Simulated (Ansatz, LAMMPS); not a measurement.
# Elastic response of glassy 76SiO2-9BaO-7SrO-4Li2O-4ZrO2 (mol %) (128 atoms)

Aim: relax glassy 76SiO2-9BaO-7SrO-4Li2O-4ZrO2 (mol %) (128 atoms), then change its volume and shape to read moduli from the stress.

Main program and level: Ansatz 0.2.0; Kohn-Sham DFT, PBE, PAW (set soft_2), plane waves.

### Step 1. The starting structure

The cell holds 128 atoms: 34 Si, 4 Ba, 3 Sr, 4 Li, 2 Zr and 81 O. Its edges and angles: a = 12.093 Å, b = 12.093 Å, c = 12.093 Å, α = 90.0°, β = 90.0°, γ = 90.0°. 128 atoms (34 Si, 4 Ba, 3 Sr, 4 Li, 2 Zr, 81 O) placed at random at 2.87 g/cm³, melted at 4000 K for 10 ps at fixed volume with the Morse and Coulomb pair potential with partial charges (Pedone, Malavasi, Menziani, Cormack and Segre, J. Phys. Chem. B 110, 11780 (2006)). Quenched from 4000 K to 300 K at 100 K/ps and fixed volume, held 10 ps at zero pressure, then minimised at fixed cell.

Limits known from the start: The quench rate of 100 K/ps is orders of magnitude faster than experiment, which tends to freeze in extra defects. The network of bonds at the start is that of the classical potential that made the cell, and needn't be the one that DFT or experiment would give. The Brillouin zone is sampled at Γ only. The levels lack spin–orbit coupling, which is large for the heavy elements here.

### Step 2. Single point at the start

A single point comes first, to see the forces before anything moves.

The input, input.yaml:

```yaml
crystal:
  lattice:
    - [12.09259, 0.0, 0.0]
    - [0.0, 12.09259, 0.0]
    - [0.0, 0.0, 12.09259]
  atoms:
    - { symbol: Si, position: [0.48329, 0.95339, 0.30682] }
    - { symbol: Si, position: [0.43926, 0.01319, 0.94553] }
    - { symbol: Si, position: [0.91924, 0.422, 0.61458] }
    - { symbol: Si, position: [0.43566, 0.81399, 0.78712] }
    - { symbol: Si, position: [0.28617, 0.14475, 0.78245] }
    - { symbol: Si, position: [0.11354, 0.6067, 0.00626] }
    - { symbol: Si, position: [0.4426, 0.5485, 0.84974] }
    - { symbol: Si, position: [0.01278, 0.84206, 0.04381] }
    - { symbol: Si, position: [0.37727, 0.13029, 0.16018] }
    - { symbol: Si, position: [0.34078, 0.50525, 0.07812] }
    - { symbol: Si, position: [0.99597, 0.71996, 0.42137] }
    - { symbol: Si, position: [0.60388, 0.98473, 0.66553] }
    - { symbol: Si, position: [0.38757, 0.45835, 0.3246] }
    - { symbol: Si, position: [0.28525, 0.86037, 0.42432] }
    - { symbol: Si, position: [0.04181, 0.16499, 0.7936] }
    - { symbol: Si, position: [0.75666, 0.78295, 0.07994] }
    - { symbol: Si, position: [0.72129, 0.27571, 0.37964] }
    - { symbol: Si, position: [0.78766, 0.3758, 0.06773] }
    - { symbol: Si, position: [0.99843, 0.91875, 0.78705] }
    - { symbol: Si, position: [0.19677, 0.30001, 0.13326] }
    - { symbol: Si, position: [0.71502, 0.95102, 0.42089] }
    - { symbol: Si, position: [0.67378, 0.02567, 0.04458] }
    - { symbol: Si, position: [0.09533, 0.92287, 0.27753] }
    - { symbol: Si, position: [0.59866, 0.2371, 0.15533] }
    - { symbol: Si, position: [0.07117, 0.23591, 0.53352] }
    - { symbol: Si, position: [0.49067, 0.48173, 0.54382] }
    - { symbol: Si, position: [0.89592, 0.13051, 0.0733] }
    - { symbol: Si, position: [0.72637, 0.51484, 0.48499] }
    - { symbol: Si, position: [0.86885, 0.76428, 0.64829] }
    - { symbol: Si, position: [0.04915, 0.60662, 0.74599] }
    - { symbol: Si, position: [0.91762, 0.10575, 0.34019] }
    - { symbol: Si, position: [0.76713, 0.70604, 0.32376] }
    [... 90 atom lines left out ...]
    - { symbol: O, position: [0.8459, 0.51644, 0.54645] }
    - { symbol: O, position: [0.82913, 0.33876, 0.65669] }
    - { symbol: O, position: [0.46039, 0.36076, 0.57173] }
    - { symbol: O, position: [0.93452, 0.76286, 0.53264] }
    - { symbol: O, position: [0.97583, 0.05039, 0.78194] }
    - { symbol: O, position: [0.56952, 0.03079, 0.96066] }
kpoints:
  mp_grid: { grid: [1, 1, 1] }
hamiltonian:
  xc: pbe
scf:
  occupations: { method: fixed }
output:
  forces: true
```

On the command line:

```console
> ansatz run input.yaml --threads 4 --pin off --max-ram 8192MiB --backend cpu --events-out ev --progress --plain --runs-dir out
```

Numbers of over 12 decimals in the logs are rounded to 6 here.

Output:

```text
Engine: ansatz 0.2.0, aarch64-unknown-linux-gnu
Pseudopotentials: kind: paw
Pseudopotential: Si, paw, valence charge 4, recommended cutoff 420 eV (normal), Si.paw.azcp
Pseudopotential: Ba, paw, valence charge 10, recommended cutoff 420 eV (normal), Ba.paw.azcp
Pseudopotential: Sr, paw, valence charge 10, recommended cutoff 420 eV (normal), Sr.paw.azcp
Pseudopotential: Li, paw, valence charge 3, recommended cutoff 420 eV (normal), Li.paw.azcp
Pseudopotential: Zr, paw, valence charge 12, recommended cutoff 420 eV (normal), Zr.paw.azcp
Pseudopotential: O, paw, valence charge 6, recommended cutoff 420 eV (normal), O.paw.azcp
[... 5 lines on functional and potentials left out ...]
Crystal: 128 atoms, lattice volume = 1768.308 Å³
Basis set: ecut = 420 eV, 34505 PW (Γ), exchange–correlation on 162×162×162 points (8 copies of the dense FFT grid, shifted against one another)
Bands: 492, of which v1, the nominal top of the filled ones, is band 364 counted from 1 (363 counted from 0)
Symmetry: 1 space group operations
Space group: P1 (ITA 1), of the structure as read, at distance tolerance 1.2e-4 Å
k-points: 1
[... 13 lines on functional and potentials left out ...]
Initial density: superposition of atomic densities (neutral atoms: chi_scale 0, normalization atom), corrected by the library's trained network
Initial wavefunctions: pseudopotential atomic-orbital guess
Functional: x = pbe(κ = 0.804, μ = 0.219515), c = pbe(β = 0.066725)
SCF iter   1: F=—  HF=-111341.131536 eV  |F-HF|=—  |Δ(HF+E_count)|=         —  Δρ=2.37e-3  dr2=1.48e-1  ethr=1.77e-3  ⟨swp⟩=5.0  Hψ=1732  notcnv=0  defer=125
preconditioner: auto → Resta (q_TF=auto, 2.353 Å⁻¹)  ε∞=3.2  [insulator: Δε(μ)=3.509 eV  Ē_g=15.632 eV  n_scr=388 (ndim 8)  ℏωp=23.2 eV  f_vac=0.136  ε∞_Penn≈3.2]
SCF iter   2: F=—  HF=-111341.126241 eV  |F-HF|=—  |Δ(HF+E_count)|=   5.30e-3  Δρ=1.26e-3  dr2=3.38e-2  ethr=2.04e-5  ⟨swp⟩=3.0  Hψ=790  notcnv=0  defer=126
SCF iter   3: F=—  HF=-111341.126467 eV  |F-HF|=—  |Δ(HF+E_count)|=   2.26e-4  Δρ=5.66e-4  dr2=9.85e-3  ethr=4.65e-6  ⟨swp⟩=3.0  Hψ=951  notcnv=0  defer=112
automatic band count: iteration 3 solves 478 bands in place of 492: the levels show a gap, and the empty bands left out lie too high to hold charge; the band table lists the bands solved (type scf.n_extra_bands for more)
SCF iter   4: F=—  HF=-111341.125464 eV  |F-HF|=—  |Δ(HF+E_count)|=   1.00e-3  Δρ=1.85e-4  dr2=8.07e-4  ethr=1.35e-6  ⟨swp⟩=3.0  Hψ=662  notcnv=0  defer=112
SCF iter   5: F=—  HF=-111341.125475 eV  |F-HF|=—  |Δ(HF+E_count)|=   1.08e-5  Δρ=1.09e-4  dr2=1.88e-4  ethr=1.11e-7  ⟨swp⟩=2.0  Hψ=659  notcnv=0  defer=112
SCF iter   6: F=—  HF=-111341.125470 eV  |F-HF|=—  |Δ(HF+E_count)|=   5.62e-6  Δρ=3.28e-5  dr2=1.73e-5  ethr=2.59e-8  ⟨swp⟩=2.0  Hψ=694  notcnv=0  defer=112
SCF iter   7: F=—  HF=-111341.129449 eV  |F-HF|=—  |Δ(HF+E_count)|=   3.98e-3  Δρ=1.31e-5  dr2=2.64e-6  ethr=2.38e-9  ⟨swp⟩=2.0  Hψ=840  notcnv=0  defer=112
SCF iter   8: F=—  HF=-111341.129450 eV  |F-HF|=—  |Δ(HF+E_count)|=   1.58e-6  Δρ=7.98e-6  dr2=9.33e-7  ethr=3.63e-10  ⟨swp⟩=2.0  Hψ=718  notcnv=0  defer=112
SCF iter   9: F=-111341.129450 eV  HF=-111341.129450 eV  |F-HF|=1.40e-8  |Δ(HF+E_count)|=   1.27e-8  Δρ=1.87e-6  dr2=5.71e-8  ethr=1.37e-11  ⟨swp⟩=3.0  Hψ=1567  notcnv=0
SCF 1 converged in 9 iterations: F = -111341.129450 eV  dr2 = 5.71e-8
  greatest PAW one-centre occupation: 1.000 electrons in one spin orbital (limit 2), on the Li atom at site 44 (counted from 0), in its partial waves of l = 0
SCF converged after 9 iterations
Free energy (F): -111341.129450 eV
Harris-Foulkes:  -111341.129450 eV  (|F-HF|=1.40e-8)
Internal energy: -111341.129450 eV  (E = F + TS)
E sigma→0 (E₀):  -111341.129450 eV
Fermi energy:    4.903306 eV
--- Per-component energies (eV) ---
  E_band       = -3461.192035
  E_kinetic    = 18179.777820
  E_local      = -49762.984459  (includes V_loc(G=0)·N_el)
  E_nonlocal   = 5573.828012
  E_hartree    = 18442.211817
  E_xc         = -9495.478185
  E_vxc        = -10793.040945  (∫ρ·V_xc dr)
  E_paw        = -65296.208260  (= ΣΔE_a)
  E_vpaw       = -3543.406726  (= ΣTr[D̂ρ^β])
  E_aug_tail   = 0.207726  (compensation charges beyond the density's cutoff)
  E_ewald      = -28982.483922
  E_smearing   = -0.000000  (= −TS)
  E_closure    = 0.000000  (closes the sum)
  Σ components = -111341.129450   (vs F -111341.129450, Δ=0.00e0)
--- Forces (eV/Å), atoms counted from 1 ---
  atom   1  Si    -0.05743820    -0.96592084     0.07280686
  atom   2  Si     0.42786763     0.37899336     0.00499995
  atom   3  Si    -0.23074883    -0.10716469    -0.17275350
  atom   4  Si    -0.05833064     1.58790442    -0.43183493
  atom   5  Si    -1.85675069    -0.73435745     0.52228106
  atom   6  Si    -0.03162095    -1.33020635    -1.37945974
  atom   7  Si    -1.83676310    -0.33538653     0.26742136
  atom   8  Si    -0.90224123    -0.49975410    -0.23587476
  atom   9  Si     2.42113494     0.00158507    -1.24737158
  atom  10  Si    -1.70047780    -1.06464532     0.42520097
  atom  11  Si    -0.49003842     0.82588432     0.74028551
  atom  12  Si    -0.57413293     0.21624780    -0.25578141
  atom  13  Si     0.11310953    -0.65721982     0.87796055
  atom  14  Si    -0.05447551    -0.50071353    -0.07147008
[...]
atom 127  O     -1.91897400    -0.54673217    -0.05448540
  atom 128  O      0.39804777     0.14421214    -1.42141341
  max |Σ_I F_I| component: 5.54e-5 eV/Å
```

Run time: 22 s. Hardware: 4 threads of Arm Neoverse V2, shared host; peak memory 2.4 GiB.

The column dr2 measures how far the density is from self-consistency, as an energy; F and HF (Harris–Foulkes) agree once it is small.

The r.m.s. force at the start is 0.99 eV/Å.

### Step 3. Cell and atoms relaxed

The cell is relaxed with the atoms, since the starting lattice needn't suit this functional.

The input, input.yaml:

```yaml
crystal:
  lattice:
    - [12.09259, 0.0, 0.0]
    - [0.0, 12.09259, 0.0]
    - [0.0, 0.0, 12.09259]
  atoms:
    [... the 128 atom lines of step 2 ...]
kpoints:
  mp_grid: { grid: [1, 1, 1] }
hamiltonian:
  xc: pbe
scf:
  occupations: { method: fixed }
output:
  forces: true
relax:
  f_tol: 0.05
  max_steps: 150
  cell: {}
```

Output:

```text
[...]
Crystal: 128 atoms, lattice volume = 1768.308 Å³
Basis set: ecut = 420 eV, 34505 PW (Γ), exchange–correlation on 162×162×162 points (8 copies of the dense FFT grid, shifted against one another)
Bands: 492, of which v1, the nominal top of the filled ones, is band 364 counted from 1 (363 counted from 0)
Symmetry: 1 space group operations
[...]
k-points: 1
[...]
SCF iter   1: F=—  HF=-111341.131531 eV  |F-HF|=—  |Δ(HF+E_count)|=         —  Δρ=2.37e-3  dr2=1.48e-1  ethr=1.77e-3  ⟨swp⟩=5.0  Hψ=1732  notcnv=0  defer=125
[...]
SCF iter   9: F=-111341.129450 eV  HF=-111341.129450 eV  |F-HF|=1.41e-8  |Δ(HF+E_count)|=   1.29e-8  Δρ=1.87e-6  dr2=5.71e-8  ethr=1.37e-11  ⟨swp⟩=3.0  Hψ=1567  notcnv=0
SCF 1 converged in 9 iterations: F = -111341.129450 eV  dr2 = 5.71e-8
[...]
relax step   1: F+E_penalty+E_count = -111341.12945032 eV  Δ(F+E_penalty+E_count) = +0.000e0 eV  max|allowed force component| = 3.521e0 eV/Å  Δτ_max = 0.0000 Å  P = +4.986 GPa  Ω = 1768.308 Å³  (9 SCF iters, dr2 threshold 1.00e-7 eV, accepted)
[... from here on, the SCF cycles and remarks between the steps are left out ...]
relax step   2: F+E_penalty+E_count = -111345.10171672 eV  Δ(F+E_penalty+E_count) = -3.972e0 eV  max|allowed force component| = 1.762e0 eV/Å  Δτ_max = 0.1950 Å  P = +3.239 GPa  Ω = 1769.225 Å³  energy of the carried Pulay correction = -3.078e-3 eV  (8 SCF iters, dr2 threshold 1.28e-5 eV, accepted)
relax step   3: F+E_penalty+E_count = -111347.33448483 eV  Δ(F+E_penalty+E_count) = -2.233e0 eV  max|allowed force component| = 8.204e-1 eV/Å  Δτ_max = 0.1932 Å  P = +0.217 GPa  Ω = 1783.030 Å³  energy of the carried Pulay correction = -4.922e-2 eV  (8 SCF iters, dr2 threshold 1.28e-5 eV, accepted)
relax step   4: F+E_penalty+E_count = -111348.05657158 eV  Δ(F+E_penalty+E_count) = -7.221e-1 eV  max|allowed force component| = 5.547e-1 eV/Å  Δτ_max = 0.2000 Å  P = -0.043 GPa  Ω = 1788.126 Å³  energy of the carried Pulay correction = -6.616e-2 eV  (7 SCF iters, dr2 threshold 1.28e-5 eV, accepted)
relax step   5: F+E_penalty+E_count = -111348.44152207 eV  Δ(F+E_penalty+E_count) = -3.850e-1 eV  max|allowed force component| = 7.401e-1 eV/Å  Δτ_max = 0.1938 Å  P = -0.229 GPa  Ω = 1788.857 Å³  energy of the carried Pulay correction = -6.859e-2 eV  (7 SCF iters, dr2 threshold 1.28e-5 eV, accepted)
relax step   6: F+E_penalty+E_count = -111348.59240345 eV  Δ(F+E_penalty+E_count) = -1.509e-1 eV  max|allowed force component| = 3.195e-1 eV/Å  Δτ_max = 0.1839 Å  P = -0.129 GPa  Ω = 1787.292 Å³  energy of the carried Pulay correction = -6.339e-2 eV  (7 SCF iters, dr2 threshold 1.28e-5 eV, accepted)
relax step   7: F+E_penalty+E_count = -111348.73822252 eV  Δ(F+E_penalty+E_count) = -1.458e-1 eV  max|allowed force component| = 3.253e-1 eV/Å  Δτ_max = 0.2000 Å  P = -0.032 GPa  Ω = 1788.435 Å³  energy of the carried Pulay correction = -6.718e-2 eV  (7 SCF iters, dr2 threshold 6.38e-6 eV, accepted)
relax step   8: F+E_penalty+E_count = -111348.80776780 eV  Δ(F+E_penalty+E_count) = -6.955e-2 eV  max|allowed force component| = 2.387e-1 eV/Å  Δτ_max = 0.1834 Å  P = +0.029 GPa  Ω = 1789.342 Å³  energy of the carried Pulay correction = -7.019e-2 eV  (7 SCF iters, dr2 threshold 6.61e-6 eV, accepted)
relax step   9: F+E_penalty+E_count = -111348.83106716 eV  Δ(F+E_penalty+E_count) = -2.330e-2 eV  max|allowed force component| = 2.257e-1 eV/Å  Δτ_max = 0.0794 Å  P = +0.002 GPa  Ω = 1791.419 Å³  energy of the carried Pulay correction = -7.708e-2 eV  (7 SCF iters, dr2 threshold 3.56e-6 eV, accepted)
relax step  10: F+E_penalty+E_count = -111348.85068876 eV  Δ(F+E_penalty+E_count) = -1.962e-2 eV  max|allowed force component| = 1.938e-1 eV/Å  Δτ_max = 0.0685 Å  P = -0.022 GPa  Ω = 1793.516 Å³  energy of the carried Pulay correction = -8.402e-2 eV  (7 SCF iters, dr2 threshold 3.18e-6 eV, accepted)
relax step  11: F+E_penalty+E_count = -111348.86393728 eV  Δ(F+E_penalty+E_count) = -1.325e-2 eV  max|allowed force component| = 1.781e-1 eV/Å  Δτ_max = 0.0690 Å  P = -0.007 GPa  Ω = 1794.768 Å³  energy of the carried Pulay correction = -8.817e-2 eV  (7 SCF iters, dr2 threshold 2.35e-6 eV, accepted)
relax step  12: F+E_penalty+E_count = -111348.87709335 eV  Δ(F+E_penalty+E_count) = -1.316e-2 eV  max|allowed force component| = 1.398e-1 eV/Å  Δτ_max = 0.0969 Å  P = -0.021 GPa  Ω = 1796.317 Å³  energy of the carried Pulay correction = -9.329e-2 eV  (7 SCF iters, dr2 threshold 1.98e-6 eV, accepted)
relax step  13: F+E_penalty+E_count = -111348.89365608 eV  Δ(F+E_penalty+E_count) = -1.656e-2 eV  max|allowed force component| = 1.368e-1 eV/Å  Δτ_max = 0.1560 Å  P = -0.024 GPa  Ω = 1796.667 Å³  energy of the carried Pulay correction = -9.444e-2 eV  (7 SCF iters, dr2 threshold 1.22e-6 eV, accepted)
relax step  14: F+E_penalty+E_count = -111348.90929258 eV  Δ(F+E_penalty+E_count) = -1.564e-2 eV  max|allowed force component| = 1.241e-1 eV/Å  Δτ_max = 0.1111 Å  P = +0.017 GPa  Ω = 1796.386 Å³  energy of the carried Pulay correction = -9.352e-2 eV  (7 SCF iters, dr2 threshold 1.17e-6 eV, accepted)
relax step  15: F+E_penalty+E_count = -111348.92320776 eV  Δ(F+E_penalty+E_count) = -1.392e-2 eV  max|allowed force component| = 9.058e-2 eV/Å  Δτ_max = 0.0449 Å  P = +0.020 GPa  Ω = 1795.902 Å³  energy of the carried Pulay correction = -9.192e-2 eV  (7 SCF iters, dr2 threshold 9.63e-7 eV, accepted)
relax step  16: F+E_penalty+E_count = -111348.93167203 eV  Δ(F+E_penalty+E_count) = -8.464e-3 eV  max|allowed force component| = 5.662e-2 eV/Å  Δτ_max = 0.0316 Å  P = +0.002 GPa  Ω = 1795.765 Å³  energy of the carried Pulay correction = -9.146e-2 eV  (7 SCF iters, dr2 threshold 5.13e-7 eV, accepted)
relax step  17: F+E_penalty+E_count = -111348.93738295 eV  Δ(F+E_penalty+E_count) = -5.711e-3 eV  max|allowed force component| = 6.541e-2 eV/Å  Δτ_max = 0.0475 Å  P = -0.016 GPa  Ω = 1795.647 Å³  energy of the carried Pulay correction = -9.107e-2 eV  (7 SCF iters, dr2 threshold 2.00e-7 eV, accepted)
relax step  18: F+E_penalty+E_count = -111348.94186162 eV  Δ(F+E_penalty+E_count) = -4.479e-3 eV  max|allowed force component| = 6.233e-2 eV/Å  Δτ_max = 0.0475 Å  P = -0.017 GPa  Ω = 1795.588 Å³  energy of the carried Pulay correction = -9.088e-2 eV  (7 SCF iters, dr2 threshold 2.67e-7 eV, accepted)
relax step  19: F+E_penalty+E_count = -111348.94648373 eV  Δ(F+E_penalty+E_count) = -4.622e-3 eV  max|allowed force component| = 6.008e-2 eV/Å  Δτ_max = 0.0694 Å  P = -0.010 GPa  Ω = 1795.600 Å³  energy of the carried Pulay correction = -9.092e-2 eV  (7 SCF iters, dr2 threshold 2.43e-7 eV, accepted)
relax step  20: F+E_penalty+E_count = -111348.95192283 eV  Δ(F+E_penalty+E_count) = -5.439e-3 eV  max|allowed force component| = 5.371e-2 eV/Å  Δτ_max = 0.1137 Å  P = -0.001 GPa  Ω = 1795.449 Å³  energy of the carried Pulay correction = -9.042e-2 eV  (7 SCF iters, dr2 threshold 2.26e-7 eV, accepted)
relax step  21: F+E_penalty+E_count = -111348.95356021 eV  Δ(F+E_penalty+E_count) = -1.637e-3 eV  max|allowed force component| = 4.713e-2 eV/Å  Δτ_max = 0.0919 Å  P = +0.004 GPa  Ω = 1795.771 Å³  energy of the carried Pulay correction = -9.148e-2 eV  (7 SCF iters, dr2 threshold 1.80e-7 eV, accepted)
relax step  22: F+E_penalty+E_count = -111349.15491342 eV  Δ(F+E_penalty+E_count) = -2.014e-1 eV  max|allowed force component| = 4.620e-2 eV/Å  Δτ_max = 0.0000 Å  P = +0.174 GPa  Ω = 1795.771 Å³  stress off target by 4.72e-1 GPa  SCF on the basis re-selected at this cell (its energy is not comparable with the rows above)  (7 SCF iters)
relax step  23: F+E_penalty+E_count = -111349.14815293 eV  Δ(F+E_penalty+E_count) = +6.760e-3 eV  max|allowed force component| = 5.516e-2 eV/Å  Δτ_max = 0.0378 Å  P = -0.070 GPa  Ω = 1801.668 Å³  energy of the carried Pulay correction = -1.925e-2 eV  (7 SCF iters, dr2 threshold 5.57e-7 eV, accepted)
relax step  24: F+E_penalty+E_count = -111349.15484096 eV  Δ(F+E_penalty+E_count) = -6.688e-3 eV  max|allowed force component| = 4.785e-2 eV/Å  Δτ_max = 0.0186 Å  P = -0.033 GPa  Ω = 1800.774 Å³  energy of the carried Pulay correction = -1.624e-2 eV  (7 SCF iters, dr2 threshold 1.90e-7 eV, accepted)
relax step  25: F+E_penalty+E_count = -111349.15750359 eV  Δ(F+E_penalty+E_count) = -2.663e-3 eV  max|allowed force component| = 2.916e-2 eV/Å  Δτ_max = 0.0207 Å  P = +0.006 GPa  Ω = 1800.480 Å³  energy of the carried Pulay correction = -1.528e-2 eV  (8 SCF iters, dr2 threshold 1.60e-8 eV, accepted)
relax step  26: F+E_penalty+E_count = -111349.17577270 eV  Δ(F+E_penalty+E_count) = -1.827e-2 eV  max|allowed force component| = 2.914e-2 eV/Å  Δτ_max = 0.0000 Å  P = +0.010 GPa  Ω = 1800.480 Å³  stress off target by 3.42e-2 GPa  SCF on the basis re-selected at this cell (its energy is not comparable with the rows above)  (5 SCF iters)
[...]
SCF converged after 5 iterations
Free energy (F): -111349.175773 eV
[...]
Internal energy: -111349.175773 eV  (E = F + TS)
E sigma→0 (E₀):  -111349.175773 eV
Fermi energy:    4.385674 eV
[...]
Σ components = -111349.175773   (vs F -111349.175773, Δ=0.00e0)
--- Forces (eV/Å), atoms counted from 1 ---
  atom   1  Si    -0.00698859     0.00002483     0.00112686
  atom   2  Si    -0.00892370     0.00198862     0.01194394
  atom   3  Si     0.00163001     0.00762430     0.01516239
  atom   4  Si    -0.00780187    -0.00537764     0.00158611
[...]
atom 128  O      0.00247542     0.00825320    -0.00277023
  max |Σ_I F_I| component: 2.08e-5 eV/Å
--- Stress (GPa, compression-positive) ---
        0.013841      -0.008617      -0.007088
       -0.008617       0.012640       0.018933
       -0.007085       0.018934       0.004947
  P = ⅓ Tr σ = 0.0105 GPa (0.105 kbar)
--- Relaxed structure (24 steps of the walk, 24 accepted, 2 SCFs on fresh bases) ---
  F+E_penalty+E_count = -111349.17577270 eV   max|allowed force component| = 2.914e-2 eV/Å   (the final SCF, on the basis selected at the relaxed cell)
  cell:  # Å, volume = 1800.4803 Å³
    - [12.157787, -0.090534, -0.073699]
    - [-0.090534, 12.196861, 0.383078]
    - [-0.073699, 0.383078, 12.154991]
  atoms:
    - { symbol: Si, position: [0.476123, 0.949657, 0.313588] }
    - { symbol: Si, position: [0.446855, 0.017608, 0.947679] }
    - { symbol: Si, position: [0.902204, 0.404772, 0.620395] }
    - { symbol: Si, position: [0.440603, 0.834880, 0.793619] }
[...]
- { symbol: O, position: [0.578900, 0.042411, 0.951651] }
```

It took 8.2 min on 4 threads; peak memory 2.6 GiB; 31 min of CPU time.

The relaxation converged after 24 steps, with a largest force component of 0.029 eV/Å.

[end of part 1 of 3]

[Logs are printed without paths, hosts, clocks, repeated set-up lines and the standing remarks that a program may print on its own settings, such as how far it seeks lower states.]

[Hosts, paths, dates, database ids (printed as entryN), source tags and the programs' standing remarks are cut or masked in the printed files.]
